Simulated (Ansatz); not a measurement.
# Li on Pd(111): change of the work function, part 2 of 5

Aim: the work function of Pd(111) at several coverages of Li (hcp site), and the dipole that each adsorbate carries.

Ansatz 0.2.0; plane-wave DFT, LDA, Ansatz PAW.

So far, work function, upper face (eV): step 2 (the clean slab) 5.63.

### 3. Adsorbate added, k-mesh 4×4×1, coverage 0.111 ML

System of this step: Li/Pd(111). The cell holds 37 atoms: 36 Pd and 1 Li. Its edges and angles: a = 8.252 Å, b = 8.252 Å, c = 26.912 Å, α = 90.0°, β = 90.0°, γ = 60.0°. Vacuum lies along c.

The clean slab as it ended is repeated in the plane and the adsorbate is set on one face; the cell's size fixes the coverage, and the k-mesh shrinks with it to keep the sampling density about even. Adsorbate and upper layers relax, since the dipole depends on the height.

The input, input.yaml:

```yaml
crystal:
  lattice:
    - [8.2519361365, 0.0, 0.0]
    - [4.1259680682, 7.1463863246, 0.0]
    - [0.0, 0.0, 26.9115317527]
  atoms:
    - { symbol: Pd, position: [0.0, 0.0, 0.3344291244] }
    - { symbol: Pd, position: [0.1111111111, 0.1111111111, 0.4178837775] }
    - { symbol: Pd, position: [0.2222222222, 0.2222222222, 0.4984841747] }
    - { symbol: Pd, position: [0.0, 0.0, 0.5797220388] }
    - { symbol: Pd, position: [0.0, 0.3333333333, 0.3344291244] }
    - { symbol: Pd, position: [0.1111111111, 0.4444444444, 0.4178837775] }
    - { symbol: Pd, position: [0.2222222222, 0.5555555556, 0.4984841747] }
    - { symbol: Pd, position: [0.0, 0.3333333333, 0.5797220388] }
    - { symbol: Pd, position: [0.0, 0.6666666667, 0.3344291244] }
    - { symbol: Pd, position: [0.1111111111, 0.7777777778, 0.4178837775] }
    - { symbol: Pd, position: [0.2222222222, 0.8888888889, 0.4984841747] }
    - { symbol: Pd, position: [0.0, 0.6666666667, 0.5797220388] }
    - { symbol: Pd, position: [0.3333333333, 0.0, 0.3344291244] }
    - { symbol: Pd, position: [0.4444444444, 0.1111111111, 0.4178837775] }
    - { symbol: Pd, position: [0.5555555556, 0.2222222222, 0.4984841747] }
    - { symbol: Pd, position: [0.3333333333, 0.0, 0.5797220388] }
    - { symbol: Pd, position: [0.3333333333, 0.3333333333, 0.3344291244] }
    - { symbol: Pd, position: [0.4444444444, 0.4444444444, 0.4178837775] }
    - { symbol: Pd, position: [0.5555555556, 0.5555555556, 0.4984841747] }
    - { symbol: Pd, position: [0.3333333333, 0.3333333333, 0.5797220388] }
    - { symbol: Pd, position: [0.3333333333, 0.6666666667, 0.3344291244] }
    - { symbol: Pd, position: [0.4444444444, 0.7777777778, 0.4178837775] }
    - { symbol: Pd, position: [0.5555555556, 0.8888888889, 0.4984841747] }
    - { symbol: Pd, position: [0.3333333333, 0.6666666667, 0.5797220388] }
    - { symbol: Pd, position: [0.6666666667, 0.0, 0.3344291244] }
    - { symbol: Pd, position: [0.7777777778, 0.1111111111, 0.4178837775] }
    - { symbol: Pd, position: [0.8888888889, 0.2222222222, 0.4984841747] }
    - { symbol: Pd, position: [0.6666666667, 0.0, 0.5797220388] }
    - { symbol: Pd, position: [0.6666666667, 0.3333333333, 0.3344291244] }
    - { symbol: Pd, position: [0.7777777778, 0.4444444444, 0.4178837775] }
    - { symbol: Pd, position: [0.8888888889, 0.5555555556, 0.4984841747] }
    - { symbol: Pd, position: [0.6666666667, 0.3333333333, 0.5797220388] }
    - { symbol: Pd, position: [0.6666666667, 0.6666666667, 0.3344291244] }
    - { symbol: Pd, position: [0.7777777778, 0.7777777778, 0.4178837775] }
    - { symbol: Pd, position: [0.8888888889, 0.8888888889, 0.4984841747] }
    - { symbol: Pd, position: [0.6666666667, 0.6666666667, 0.5797220388] }
    - { symbol: Li, position: [0.2222222222, 0.2222222222, 0.6655708756] }
kpoints:
  mp_grid: { grid: [4, 4, 1] }
hamiltonian:
  xc: lda
scf:
  occupations: { method: fermi_dirac, width: 0.1 }
  convergence: { dr2_threshold: 1.0e-08 }
efield:
  axis: 3
  dipole_correction: true
  ramp_position: 0.97
  ramp_width: 0.06
relax:
  f_tol: 0.02
  max_steps: 60
  constraints:
    - { sites: [0, 1, 4, 5, 8, 9, 12, 13, 16, 17, 20, 21, 24, 25, 28, 29, 32, 33] }
output:
  bader: true
  write_potential: true
  write_density: true
  volumetric_format: npy
```

Started as:

```console
ansatz run input.yaml --threads 4 --pin off --max-ram 12288MiB --backend cpu --events-out ev --progress --plain --runs-dir out
```

Numbers of over 12 decimals in the logs are rounded to 6 here.

The program printed:

```text
[...]
Crystal: 37 atoms, lattice volume = 1587.014 Å³
Basis set: ecut = 420 eV, 30971 PW (Γ)
Bands: 391, of which v1, the nominal top of the filled ones, is band 326 counted from 1 (325 counted from 0)
Symmetry: 6 space group operations
[...]
k-points: 4 of 16 (time reversal used)
[...]
SCF iter   1: F=—  HF=-246595.701268 eV  |F-HF|=—  |Δ(HF+E_count)|=         —  Δρ=1.40e-2  dr2=1.67e1  ethr=1.77e-3  p=0.589 e·Å  D=6.71e-2 V/Å  ΔV_dip=-1.81 eV  dr2_dipole=1.06e0  V_vac-E_F(+/−)=3.24/5.05 eV  ⟨swp⟩=7.2  Hψ=6703  notcnv=0  defer=95
[...]
SCF iter  14: F=-246594.990224 eV  HF=-246594.990224 eV  |F-HF|=2.44e-9  |Δ(HF+E_count)|=   1.54e-9  Δρ=4.42e-7  dr2=6.02e-9  ethr=1.54e-12  p=0.700 e·Å  D=7.98e-2 V/Å  ΔV_dip=-2.15 eV  dr2_dipole=7.28e-15  V_vac-E_F(+/−)=3.51/5.66 eV  ⟨swp⟩=8.8  Hψ=9681  notcnv=0
SCF 1 converged in 14 iterations: F = -246594.990224 eV  dr2 = 6.02e-9
[...]
relax step   1: F+E_penalty+E_count = -246594.99022396 eV  Δ(F+E_penalty+E_count) = +0.000e0 eV  max|allowed force component| = 9.294e-1 eV/Å  Δτ_max = 0.0000 Å  (14 SCF iters, accepted)
[...]
iter 1 solved again at ethr=7.74e-5 eV; its pass at ethr=3.10e-3 eV (dr2=5.04e-1 eV) is discarded
[...]
SCF iter  12: F=-246595.147669 eV  HF=-246595.147669 eV  |F-HF|=1.19e-9  |Δ(HF+E_count)|=   1.31e-8  Δρ=5.00e-7  dr2=8.32e-9  ethr=1.54e-12  p=0.583 e·Å  D=6.65e-2 V/Å  ΔV_dip=-1.79 eV  dr2_dipole=2.72e-10  V_vac-E_F(+/−)=3.87/5.66 eV  ⟨swp⟩=7.5  Hψ=10334  notcnv=0
SCF 2 converged in 12 iterations: F = -246595.147669 eV  dr2 = 8.32e-9
relax step   2: F+E_penalty+E_count = -246595.14766918 eV  Δ(F+E_penalty+E_count) = -1.574e-1 eV  max|allowed force component| = 4.460e-1 eV/Å  Δτ_max = 0.1998 Å  (12 SCF iters, accepted)
SCF iter   1: F=—  HF=-246595.195774 eV  |F-HF|=—  |Δ(HF+E_count)|=         —  Δρ=2.05e-3  dr2=3.53e-1  ethr=7.54e-4  p=0.583 e·Å  D=6.65e-2 V/Å  ΔV_dip=-1.79 eV  dr2_dipole=1.01e-1  V_vac-E_F(+/−)=3.87/5.66 eV  ⟨swp⟩=4.5  Hψ=3542  notcnv=0  defer=142
[...]
SCF iter  13: F=-246595.183871 eV  HF=-246595.183871 eV  |F-HF|=3.75e-9  |Δ(HF+E_count)|=   2.51e-8  Δρ=3.92e-7  dr2=4.39e-9  ethr=1.54e-12  p=0.491 e·Å  D=5.60e-2 V/Å  ΔV_dip=-1.51 eV  dr2_dipole=1.18e-10  V_vac-E_F(+/−)=4.15/5.65 eV  ⟨swp⟩=9.0  Hψ=9475  notcnv=0
SCF 3 converged in 13 iterations: F = -246595.183871 eV  dr2 = 4.39e-9
relax step   3: F+E_penalty+E_count = -246595.18387085 eV  Δ(F+E_penalty+E_count) = -3.620e-2 eV  max|allowed force component| = 1.171e-1 eV/Å  Δτ_max = 0.1948 Å  (13 SCF iters, accepted)
SCF iter   1: F=—  HF=-246595.185421 eV  |F-HF|=—  |Δ(HF+E_count)|=         —  Δρ=3.85e-4  dr2=6.21e-3  ethr=8.70e-6  p=0.491 e·Å  D=5.60e-2 V/Å  ΔV_dip=-1.51 eV  dr2_dipole=1.37e-3  V_vac-E_F(+/−)=4.15/5.65 eV  ⟨swp⟩=3.0  Hψ=2681  notcnv=0  defer=150
[...]
SCF iter  11: F=-246595.186332 eV  HF=-246595.186332 eV  |F-HF|=3.14e-9  |Δ(HF+E_count)|=  4.07e-10  Δρ=2.94e-7  dr2=2.80e-9  ethr=1.54e-12  p=0.502 e·Å  D=5.72e-2 V/Å  ΔV_dip=-1.54 eV  dr2_dipole=9.78e-11  V_vac-E_F(+/−)=4.11/5.65 eV  ⟨swp⟩=8.0  Hψ=8476  notcnv=0
SCF 4 converged in 11 iterations: F = -246595.186332 eV  dr2 = 2.80e-9
relax step   4: F+E_penalty+E_count = -246595.18633226 eV  Δ(F+E_penalty+E_count) = -2.461e-3 eV  max|allowed force component| = 1.752e-2 eV/Å  Δτ_max = 0.0218 Å  (11 SCF iters, accepted)
NSCF: frozen V_eff on 4 k-points
[...]
SCF converged after 11 iterations
Free energy (F): -246595.186332 eV
[...]
Internal energy: -246592.793928 eV  (E = F + TS)
E sigma→0 (E₀):  -246593.990130 eV
Entropy (-TS):   -2.392404 eV (-64.660 meV/atom)
Fermi energy:    3.345429 eV
Dipole field:    D = 0.057197 V/Å  (p = 0.501643 e·Å, saw-weighted, corrected)
Work function:   Φ+ = 4.1144 eV   Φ− = 5.6537 eV
[...]
--- Forces (eV/Å), atoms counted from 1 ---
  atom   1  Pd     0.00190151     0.00109784     0.33096810
  atom   2  Pd     0.00283526     0.00163694    -0.31172835
  atom   3  Pd     0.00000000    -0.00000000     0.00877064
  atom   4  Pd     0.00372274     0.00214933     0.00000420
  atom   5  Pd     0.00020701    -0.00011952     0.32778741
  atom   6  Pd     0.00000000    -0.00327388    -0.31172835
  atom   7  Pd    -0.00305510     0.00152172    -0.00069770
  atom   8  Pd    -0.01066987     0.00616025    -0.01134884
  atom   9  Pd     0.00000000    -0.00219568     0.33096810
  atom  10  Pd    -0.01813294     0.01046906    -0.36915736
  atom  11  Pd    -0.00284540     0.00188493    -0.00069770
  atom  12  Pd     0.00000000    -0.00429866     0.00000420
  atom  13  Pd    -0.00000000     0.00023903     0.32778741
  atom  14  Pd    -0.00283526     0.00163694    -0.31172835
  atom  15  Pd    -0.00020970    -0.00340666    -0.00069770
  atom  16  Pd     0.00000000    -0.01232050    -0.01134884
  atom  17  Pd    -0.00020701    -0.00011952     0.32778741
  atom  18  Pd     0.00249271     0.00143916    -0.29995205
  atom  19  Pd    -0.00000000     0.00000000     0.00440764
  atom  20  Pd     0.01066987     0.00616025    -0.01134884
  atom  21  Pd     0.00532905    -0.00307673     0.32182336
  atom  22  Pd     0.00000000    -0.00287833    -0.29995205
  atom  23  Pd     0.00284540     0.00188493    -0.00069770
  atom  24  Pd    -0.00358600     0.00207038     0.00153948
  atom  25  Pd    -0.00190151     0.00109784     0.33096810
  atom  26  Pd     0.00000000    -0.02093812    -0.36915736
  atom  27  Pd     0.00020970    -0.00340666    -0.00069770
  atom  28  Pd    -0.00372274     0.00214933     0.00000420
  atom  29  Pd    -0.00000000     0.00615346     0.32182336
  atom  30  Pd    -0.00249271     0.00143916    -0.29995205
  atom  31  Pd     0.00305510     0.00152172    -0.00069770
  atom  32  Pd     0.00000000    -0.00414075     0.00153948
  atom  33  Pd    -0.00532905    -0.00307673     0.32182336
  atom  34  Pd     0.01813294     0.01046906    -0.36915736
  atom  35  Pd     0.00000000     0.00000000     0.00500272
  atom  36  Pd     0.00358600     0.00207038     0.00153948
  atom  37  Li     0.00000000     0.00000000     0.01751963
  max |Σ_I F_I| component: 1.32e-3 eV/Å
--- Band table (eV) ---
  k-point 0: bands = [... 322 lower, 3.0768, 3.0903, 3.0903, 3.1105, 3.1105, 3.1136, 3.1140, 3.1299, ... 61 higher]
  k-point 1: bands = [... 322 lower, 3.1712, 3.2561, 3.2563, 3.2913, 3.3259, 3.3498, 3.3580, 3.3593, ... 61 higher]
  k-point 2: bands = [... 322 lower, 3.3082, 3.3087, 3.3194, 3.3208, 3.3812, 3.4218, 3.4503, 3.5069, ... 61 higher]
  k-point 3: bands = [... 322 lower, 3.3266, 3.3416, 3.3539, 3.3602, 3.3655, 3.3664, 3.4200, 3.5096, ... 61 higher]
--- Relaxed structure (4 steps of the walk, 4 accepted, 0 SCFs on fresh bases) ---
  F+E_penalty+E_count = -246595.18633226 eV   max|allowed force component| = 1.752e-2 eV/Å
  atoms:
    - { symbol: Pd, position: [-1.1111107654569526e-11, -1.1111107654569526e-11, 0.334429] }
    - { symbol: Pd, position: [0.111111, 0.111111, 0.417884] }
    - { symbol: Pd, position: [0.222222, 0.222222, 0.498831] }
    - { symbol: Pd, position: [0.000376452, 0.000376452, 0.580504] }
    - { symbol: Pd, position: [2.2222224060897133e-11, 0.333333, 0.334429] }
    - { symbol: Pd, position: [0.111111, 0.444444, 0.417884] }
    - { symbol: Pd, position: [0.221756, 0.556172, 0.498643] }
    - { symbol: Pd, position: [-0.00239047, 0.334529, 0.579882] }
    - { symbol: Pd, position: [-1.1111056519297335e-11, 0.666667, 0.334429] }
    - { symbol: Pd, position: [0.111111, 0.777778, 0.417884] }
    - { symbol: Pd, position: [0.221756, 0.888738, 0.498643] }
    - { symbol: Pd, position: [0.000376452, 0.665914, 0.580504] }
    - { symbol: Pd, position: [0.333333, 2.2222228436776165e-11, 0.334429] }
    - { symbol: Pd, position: [0.444444, 0.111111, 0.417884] }
    - { symbol: Pd, position: [0.556172, 0.221756, 0.498643] }
    - { symbol: Pd, position: [0.334529, -0.00239047, 0.579882] }
    - { symbol: Pd, position: [0.333333, 0.333333, 0.334429] }
    - { symbol: Pd, position: [0.444444, 0.444444, 0.417884] }
    - { symbol: Pd, position: [0.555556, 0.555556, 0.498771] }
    - { symbol: Pd, position: [0.334529, 0.334529, 0.579882] }
    - { symbol: Pd, position: [0.333333, 0.666667, 0.334429] }
    - { symbol: Pd, position: [0.444444, 0.777778, 0.417884] }
    - { symbol: Pd, position: [0.556172, 0.888738, 0.498643] }
    - { symbol: Pd, position: [0.333048, 0.666809, 0.580306] }
    - { symbol: Pd, position: [0.666667, -1.1111107654569526e-11, 0.334429] }
    - { symbol: Pd, position: [0.777778, 0.111111, 0.417884] }
    - { symbol: Pd, position: [0.888738, 0.221756, 0.498643] }
    - { symbol: Pd, position: [0.665914, 0.000376452, 0.580504] }
    - { symbol: Pd, position: [0.666667, 0.333333, 0.334429] }
    - { symbol: Pd, position: [0.777778, 0.444444, 0.417884] }
    - { symbol: Pd, position: [0.888738, 0.556172, 0.498643] }
    - { symbol: Pd, position: [0.666809, 0.333048, 0.580306] }
    - { symbol: Pd, position: [0.666667, 0.666667, 0.334429] }
    - { symbol: Pd, position: [0.777778, 0.777778, 0.417884] }
    - { symbol: Pd, position: [0.888889, 0.888889, 0.499050] }
    - { symbol: Pd, position: [0.666809, 0.666809, 0.580306] }
    - { symbol: Li, position: [0.222222, 0.222222, 0.651717] }
--- Bader charges: 37 sites ---
  site symbol  charge [e]  shift [e]
     0     Pd     -0.0333     0.0000
     1     Pd      0.0324     0.0000
     2     Pd      0.0309     0.0001
     3     Pd     -0.0708     0.0001
     4     Pd     -0.0353     0.0000
     5     Pd      0.0324     0.0000
     6     Pd      0.0307     0.0001
     7     Pd     -0.2490     0.0002
     8     Pd     -0.0333     0.0000
     9     Pd      0.0328     0.0000
    10     Pd      0.0307     0.0001
    11     Pd     -0.0709     0.0001
    12     Pd     -0.0353     0.0000
    13     Pd      0.0324     0.0000
    14     Pd      0.0307     0.0001
    15     Pd     -0.2490     0.0002
    16     Pd     -0.0354     0.0000
    17     Pd      0.0330     0.0000
    18     Pd      0.0346     0.0001
    19     Pd     -0.2490     0.0002
    20     Pd     -0.0357     0.0000
    21     Pd      0.0330     0.0000
    22     Pd      0.0307     0.0001
    23     Pd     -0.0586     0.0001
    24     Pd     -0.0332     0.0000
    25     Pd      0.0328     0.0000
    26     Pd      0.0307     0.0001
    27     Pd     -0.0709     0.0001
    28     Pd     -0.0357     0.0000
    29     Pd      0.0330     0.0000
    30     Pd      0.0307     0.0001
    31     Pd     -0.0586     0.0001
    32     Pd     -0.0357     0.0000
    33     Pd      0.0328     0.0000
    34     Pd      0.0330     0.0001
    35     Pd     -0.0586     0.0001
    36     Li      0.8710     0.0008
  estimated error of the sums over rays = 4.4e-4 e
```

The job ended after 11 min (4 threads of Arm Neoverse V1, shared host; peak memory 10 GiB).

Step by step:

```
step  energy less that of the first step (eV)  largest force component (eV/Å)
   1                                   0.0000                          0.9294
   2                                  -0.1574                          0.4460
   3                                  -0.1936                          0.1171
   4                                  -0.1961                          0.0175
```

The run keeps the 6 symmetry operations that it works with, so distortions that break them were not tested.

The atoms that moved most (Å):

```
atom      dx      dy      dz  length
Li37   0.000   0.000  -0.373   0.373
Pd12   0.000  -0.005   0.021   0.022
Pd28  -0.005   0.003   0.021   0.022
 Pd4   0.005   0.003   0.021   0.022
Pd16   0.000  -0.017   0.004   0.018
 Pd8  -0.015   0.009   0.004   0.018
Pd20   0.015   0.009   0.004   0.018
Pd36   0.002   0.001   0.016   0.016
```

Final coordinates:

```cif
data_structure
_symmetry_space_group_name_H-M 'P 1'
_symmetry_Int_Tables_number 1
_cell_length_a 8.2519
_cell_length_b 8.2519
_cell_length_c 26.9115
_cell_angle_alpha 90.000
_cell_angle_beta 90.000
_cell_angle_gamma 60.000
_cell_volume 1587.01
loop_
_atom_site_label
_atom_site_type_symbol
_atom_site_fract_x
_atom_site_fract_y
_atom_site_fract_z
_atom_site_occupancy
Pd1 Pd 0.00000 0.00000 0.33443 1
Pd2 Pd 0.11111 0.11111 0.41788 1
Pd3 Pd 0.22222 0.22222 0.49883 1
Pd4 Pd 0.00038 0.00038 0.58050 1
Pd5 Pd 0.00000 0.33333 0.33443 1
Pd6 Pd 0.11111 0.44444 0.41788 1
Pd7 Pd 0.22176 0.55617 0.49864 1
Pd8 Pd 0.99761 0.33453 0.57988 1
Pd9 Pd 0.00000 0.66667 0.33443 1
Pd10 Pd 0.11111 0.77778 0.41788 1
Pd11 Pd 0.22176 0.88874 0.49864 1
Pd12 Pd 0.00038 0.66591 0.58050 1
Pd13 Pd 0.33333 0.00000 0.33443 1
Pd14 Pd 0.44444 0.11111 0.41788 1
Pd15 Pd 0.55617 0.22176 0.49864 1
Pd16 Pd 0.33453 0.99761 0.57988 1
Pd17 Pd 0.33333 0.33333 0.33443 1
Pd18 Pd 0.44444 0.44444 0.41788 1
Pd19 Pd 0.55556 0.55556 0.49877 1
Pd20 Pd 0.33453 0.33453 0.57988 1
Pd21 Pd 0.33333 0.66667 0.33443 1
Pd22 Pd 0.44444 0.77778 0.41788 1
Pd23 Pd 0.55617 0.88874 0.49864 1
Pd24 Pd 0.33305 0.66681 0.58031 1
Pd25 Pd 0.66667 0.00000 0.33443 1
Pd26 Pd 0.77778 0.11111 0.41788 1
Pd27 Pd 0.88874 0.22176 0.49864 1
Pd28 Pd 0.66591 0.00038 0.58050 1
Pd29 Pd 0.66667 0.33333 0.33443 1
Pd30 Pd 0.77778 0.44444 0.41788 1
Pd31 Pd 0.88874 0.55617 0.49864 1
Pd32 Pd 0.66681 0.33305 0.58031 1
Pd33 Pd 0.66667 0.66667 0.33443 1
Pd34 Pd 0.77778 0.77778 0.41788 1
Pd35 Pd 0.88889 0.88889 0.49905 1
Pd36 Pd 0.66681 0.66681 0.58031 1
Li37 Li 0.22222 0.22222 0.65172 1
```

Numbers from this step:

- energy at zero smearing: -246593.9901 eV
- work function, upper face: 4.114 eV
- work function, lower face: 5.654 eV
- dipole along the normal: 0.5016 e·Å
- step between the vacuum levels: -1.539 eV

Running mean over 2.246 Å of the planar mean; the ramp of the sawtooth is left out. The electron's electrostatic potential energy less the Fermi level by z:

```
z (Å)  electron's electrostatic potential energy less the Fermi level (eV)
  3.5                                                                 5.65
  4.0                                                                 5.65
  4.5                                                                 5.65
  5.0                                                                 5.65
  5.5                                                                 5.64
  6.0                                                                 5.60
  6.5                                                                 5.45
  7.0                                                                 4.80
  7.5                                                                 2.15
  8.0                                                                -2.82
  8.5                                                                -6.81
  9.0                                                                -8.05
  9.5                                                                -8.24
 10.0                                                                -8.30
 10.5                                                                -8.35
 11.0                                                                -8.45
 11.5                                                                -8.66
 12.0                                                                -9.07
 12.5                                                                -9.17
 13.0                                                                -8.81
 13.5                                                                -8.59
 14.0                                                                -8.75
 14.5                                                                -8.91
 15.0                                                                -8.67
 15.5                                                                -8.28
 16.0                                                                -7.51
 16.5                                                                -4.45
 17.0                                                                0.260
 17.5                                                                 3.23
 18.0                                                                 3.86
 18.5                                                                 3.96
 19.0                                                                 4.06
 19.5                                                                 4.10
 20.0                                                                 4.11
 20.5                                                                 4.11
 21.0                                                                 4.11
 21.5                                                                 4.11
 22.0                                                                 4.11
 22.5                                                                 4.11
 23.0                                                                 4.11
 23.5                                                                 4.11
```

The relaxation took 4 steps and lowered the energy by 0.20 eV; the largest force on the free atoms ends at 0.018 eV/Å.

The covered face has 4.11 eV, -1.51 eV against the clean one; the bare back face has moved by +0.00 eV, a measure of how thin the slab is.

[end of part 2 of 5]

[Logs are printed without paths, hosts, clocks, repeated set-up lines and the standing remarks that a program may print on its own settings, such as how far it seeks lower states.]

[Hosts, paths, dates, database ids (printed as entryN), source tags and the programs' standing remarks are cut or masked in the printed files.]

[Maps of the electrostatic potential energy from Ansatz leave out the sawtooth potential of an applied field or a dipole correction, so their vacuum need not be flat; planar profiles and work functions include it.]
